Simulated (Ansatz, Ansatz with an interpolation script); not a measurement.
# G0W0 band structure of MoS2 (P6_3/mmc), part 3 of 3

Aim: the G0W0 bands of MoS2 (P6_3/mmc) along the symmetry lines, with the gap off the mesh.

Ansatz 0.2.0; LDA, Wannier functions and G0W0, plane waves, PAW. Known limits of the many-body steps: not at the basis limit; no spin-orbit coupling; coarse k mesh.

So far. Step 4 (G0W0 at every point of the mesh: 6×6×2 mesh, 492 empty …): The gap on the mesh goes from 0.81 eV to 1.22 eV, a correction of +0.41 eV. Between the two edge states, bare exchange in place of the xc potential would open the gap by 4.77 eV, and correlation takes back 4.36 eV. Step 6 (LDA+SOC bands, for comparison): The gap stands −0.01 eV against LDA.

The database entry behind the starting cell differs from later determinations by our own check (about 0.3 % long), so it need not match the best structure at ambient conditions.

**6. LDA+SOC bands, for comparison (continued)**

Level of this step: DFT, LDA with spin-orbit coupling, plane waves, PAW; PAW set soft_1 (Ansatz).

The electronic bands at the labelled points (eV, zero at the top of the highest nominally filled band):

| point | band 49 | band 50 | band 51 | band 52 | band 53 | band 54 | band 55 | band 56 |
| --- | --- | --- | --- | --- | --- | --- | --- | --- |
| Γ | -1.17 | -1.17 | 0.00 | 0.00 | 2.03 | 2.03 | 2.06 | 2.06 |
| halfway | -1.52 | -1.52 | -1.39 | -1.39 | 1.14 | 1.14 | 1.57 | 1.57 |
| M | -1.40 | -1.40 | -1.29 | -1.29 | 1.56 | 1.56 | 1.61 | 1.61 |
| halfway | -1.14 | -1.14 | -0.91 | -0.91 | 1.41 | 1.41 | 1.53 | 1.53 |
| K | -0.83 | -0.83 | -0.61 | -0.61 | 1.01 | 1.01 | 1.01 | 1.01 |
| halfway | -1.52 | -1.52 | -1.45 | -1.45 | 0.81 | 0.81 | 1.59 | 1.59 |
| Γ | -1.17 | -1.17 | 0.00 | 0.00 | 2.03 | 2.03 | 2.06 | 2.06 |
| halfway | -0.64 | -0.64 | -0.06 | -0.06 | 2.03 | 2.03 | 2.05 | 2.05 |
| A | -0.27 | -0.27 | -0.27 | -0.27 | 2.04 | 2.04 | 2.04 | 2.04 |
| halfway | -1.40 | -1.40 | -1.40 | -1.40 | 1.49 | 1.49 | 1.49 | 1.49 |
| L | -1.34 | -1.34 | -1.34 | -1.34 | 1.58 | 1.58 | 1.58 | 1.58 |
| halfway | -1.07 | -1.07 | -0.96 | -0.96 | 1.45 | 1.45 | 1.50 | 1.50 |
| H | -0.80 | -0.80 | -0.66 | -0.66 | 1.01 | 1.01 | 1.01 | 1.01 |
| halfway | -1.52 | -1.52 | -1.45 | -1.45 | 1.12 | 1.12 | 1.19 | 1.19 |
| A | -0.27 | -0.27 | -0.27 | -0.27 | 2.04 | 2.04 | 2.04 | 2.04 |
| jump to L | -1.34 | -1.34 | -1.34 | -1.34 | 1.58 | 1.58 | 1.58 | 1.58 |
| halfway | -1.39 | -1.39 | -1.31 | -1.31 | 1.57 | 1.57 | 1.60 | 1.60 |
| M | -1.40 | -1.40 | -1.29 | -1.29 | 1.56 | 1.56 | 1.61 | 1.61 |
| jump to H | -0.80 | -0.80 | -0.66 | -0.66 | 1.01 | 1.01 | 1.01 | 1.01 |
| halfway | -0.82 | -0.82 | -0.63 | -0.63 | 1.01 | 1.01 | 1.01 | 1.01 |
| K | -0.83 | -0.83 | -0.61 | -0.61 | 1.01 | 1.01 | 1.01 | 1.01 |

**7. HSE06 bands, for comparison**

This step: DFT, HSE06, plane waves, PAW; PAW set soft_1.

Input file input.yaml:

```yaml
crystal:
  lattice:
    - [3.169, 0.0, 0.0]
    - [-1.5845, 2.7444345, 0.0]
    - [0.0, 0.0, 12.324]
  atoms:
    - { symbol: Mo, position: [0.33333333, 0.66666667, 0.25] }
    - { symbol: Mo, position: [0.66666667, 0.33333333, 0.75] }
    - { symbol: S, position: [0.33333333, 0.66666667, 0.623] }
    - { symbol: S, position: [0.66666667, 0.33333333, 0.123] }
    - { symbol: S, position: [0.33333333, 0.66666667, 0.877] }
    - { symbol: S, position: [0.66666667, 0.33333333, 0.377] }
kpoints:
  mp_grid: { grid: [6, 6, 2] }
  band_path:
    path:
      - [[0.0, 0.0, 0.0], [0.5, 0.0, 0.0], [0.33333333, 0.33333333, 0.0], [0.0, 0.0, 0.0], [0.0, 0.0, 0.5], [0.5, 0.0, 0.5], [0.33333333, 0.33333333, 0.5], [0.0, 0.0, 0.5]]
      - [[0.5, 0.0, 0.5], [0.5, 0.0, 0.0]]
      - [[0.33333333, 0.33333333, 0.5], [0.33333333, 0.33333333, 0.0]]
    npoints: 10
hamiltonian:
  xc: hse06
  pseudopotentials: { kind: paw, azcp: { folder: soft_1 } }
scf:
  occupations: { method: fixed }
  n_extra_bands: 6
output:
  eigenvalues: true
  write_density: true
  write_potential: true
  elf: true
  volumetric_format: npy
```

Launch:

```bash
> ansatz run input.yaml --threads 3 --pin off --max-ram 92160MiB --backend cuda --events-out ev --progress --plain --runs-dir out --devices 1 --max-vram 13GiB
```

Numbers of over 12 decimals in the logs are rounded to 6 here.

Log:

```text
[...]
GPUs: using 1 of 1 available (devices: 1).
[...]
davidson cushion auto → on  (no smearing: the cushion is to keep the highest requested band from converging to the state above it; pin scf.eigensolver.cushion to override)
[...]
GPU FFT provider: cuFFT
GPU libraries: cuBLAS 13.8.2, cuFFT 12.4.0, cuSOLVER 12.3.4
Crystal: 6 atoms, lattice volume = 107.183 Å³
Basis set: ecut = 420 eV, 2081 PW (Γ)
Bands: 32, of which v1, the nominal top of the filled ones, is band 26 counted from 1 (25 counted from 0)
Symmetry: 24 space group operations
[...]
k-points: 14 of 72
[...]
GPU buffer pool allocated for 51840 grid points (all kernels)
[...]
SCF iter   1: F=—  HF=-13527.047969 eV  |F-HF|=—  |Δ(HF+E_count)|=         —  Δρ=6.11e-2  dr2=5.00e0  ethr=1.00e-1  ⟨swp⟩=4.0  Hψ=1357  notcnv=0
[...]
SCF iter   7: F=-13525.608517 eV  HF=-13525.608522 eV  |F-HF|=5.53e-6  |Δ(HF+E_count)|=   8.67e-5  Δρ=1.30e-4  dr2=1.15e-5  ethr=1.22e-6  ⟨swp⟩=2.9  Hψ=1021  notcnv=0
SCF 1 stopped early in 7 iterations: F = -13525.608517 eV  dr2 = 1.15e-5
[...]
GPU FFT provider: cuFFT
GPU libraries: cuBLAS 13.8.2, cuFFT 12.4.0, cuSOLVER 12.3.4
[...]
GPU buffer pool allocated for 51840 grid points (all kernels)
[...]
SCF 2 stopped early in 6 iterations: F = -13531.627880 eV  dr2 = 1.24e-5
hybrid outer 1: dexx = +2.072e-2 eV, tail = 6.44e-5 eV
GPU FFT provider: cuFFT
GPU libraries: cuBLAS 13.8.2, cuFFT 12.4.0, cuSOLVER 12.3.4
GPU buffer pool allocated for 51840 grid points (all kernels)
[...]
Frozen-core exchange: fock
SCF iter   1: F=—  HF=-13531.627875 eV  |F-HF|=—  |Δ(HF+E_count)|=         —  Δρ=1.17e-4  dr2=2.77e-5  ethr=6.19e-7  ⟨swp⟩=2.6  Hψ=1009  notcnv=0
[...]
SCF iter   4: F=-13531.627875 eV  HF=-13531.627875 eV  |F-HF|=7.28e-8  |Δ(HF+E_count)|=   3.37e-7  Δρ=6.73e-6  dr2=8.73e-8  ethr=1.62e-10  ⟨swp⟩=4.1  Hψ=1297  notcnv=0  defer=2
SCF 3 converged in 4 iterations: F = -13531.627875 eV  dr2 = 8.73e-8
[...]
hybrid outer 2: dexx = +6.521e-6 eV, tail = 1.96e-7 eV, Δε = 4.04e-3 eV (about 2.52e-4 eV left of the loop's levels)
[...]
hybrid SCF converged: 2 outer / 10 inner (+7 warm-up), last move |dexx| = 6.52e-6 eV, tail = 1.96e-7 eV
Stability not checked: this state was not tested for a lower state beside it, because the functional holds exact exchange (a hybrid, or Hartree-Fock), whose exchange loop this test does not read (fock_operator; see scf.lower_state_search)
Free energy (F): -13531.627875 eV
Frozen-core exchange: fock
[...]
Internal energy: -13531.627875 eV  (E = F + TS)
E sigma→0 (E₀):  -13531.627875 eV
Fermi energy:    10.517078 eV
[...]
--- Band table (eV; the first three rows and the last of 14) ---
  k-point 0: bands = [... 22 lower, 8.1896, 9.1006, 9.2673, 10.5171, 13.3394, 13.3394, 13.3709, 13.3709, ... 2 higher]
  k-point 1: bands = [... 22 lower, 8.1624, 8.1624, 10.2084, 10.2084, 13.3434, 13.3434, 13.3434, 13.3434, ... 2 higher]
  k-point 2: bands = [... 22 lower, 8.1971, 9.1315, 9.2011, 9.6733, 12.6395, 13.0197, 13.1042, 13.2370, ... 2 higher]
  k-point 13: bands = [... 22 lower, 7.2340, 7.2340, 9.8216, 9.8216, 12.0333, 12.0333, 13.5854, 13.5854, ... 2 higher]
```

It took 1.7 min on 1 × NVIDIA H100 80GB HBM3 (shared by 6 runs) with 3 threads of AMD EPYC 7R13 (Zen 3), shared host; peak memory 1.4 GiB; 3.9 min of CPU time.

Numbers from this step:

| Item | Value |
| --- | --- |
| filled bands | 26 |
| gap | 1.445 eV |
| valence top at | Γ |
| conduction bottom at | k = (0.167, 0.167, 0.000) |
| least direct gap | 2.116 eV |

The gap stands +0.63 eV against LDA.

**8. Results**

```json
{
 "LDA gap": "0.80 eV",
 "G0W0 gap over the zone": "1.22 eV, indirect",
 "least direct G0W0 gap, in the model": "2.07 eV",
 "with the spin-orbit change": "1.21 eV",
 "GW settings": "6×6×2 mesh, 492 empty bands, screening to 160 eV, PAW set soft_1 files",
 "known limits": "not at the basis limit; no spin-orbit coupling; coarse k mesh"
}
```

In words: The Wannier model follows the LDA bands to under 1 meV r.m.s. near the gap. The G0W0 gap over the zone is 1.22 eV, indirect, from Γ to k = (0.172, 0.172, 0.000); on the mesh alone it is 1.22 eV, nearly the same. The valence width in the model goes from 6.90 eV to 7.07 eV. At the band edge the lightest electron mass is 0.54 m_e at the start and 0.50 m_e in G0W0; the G0W0 masses rest on corrections from the 6×6×2 mesh alone and are rough. LDA+SOC gives a gap of 0.81 eV on the same path, a spin-orbit change of −0.01 eV that would bring the G0W0 gap to 1.21 eV. HSE06 gives a gap of 1.44 eV on the same path. Bands and cutoff are finite, so the gap is not at the basis limit. The miss can reach some tenths of an eV and take either sign; the mesh is an error of its own. Above the frozen window of the model the interpolated levels need not meet the computed ones, even at points of the mesh. The 6×6×2 mesh is coarse for this cell (its supercell is 19 Å along the shortest edge). The RPA ε∞ on it, from the LDA start, is 6.62 and 15.29; such meshes misread the long-range screening, most where the gap is narrow.

[Paths, hosts, dates, memory and timing lines, banners, echoed tables and standing remarks are left out of the program output.]

[Logs are printed without paths, hosts, clocks, repeated set-up lines and the standing remarks that a program may print on its own settings, such as how far it seeks lower states.]

[Runs of the session that timed out or met a known fault of the program may be left out.]

[Hosts, paths, dates, database ids (printed as entryN), source tags and the programs' standing remarks are cut or masked in the printed files.]
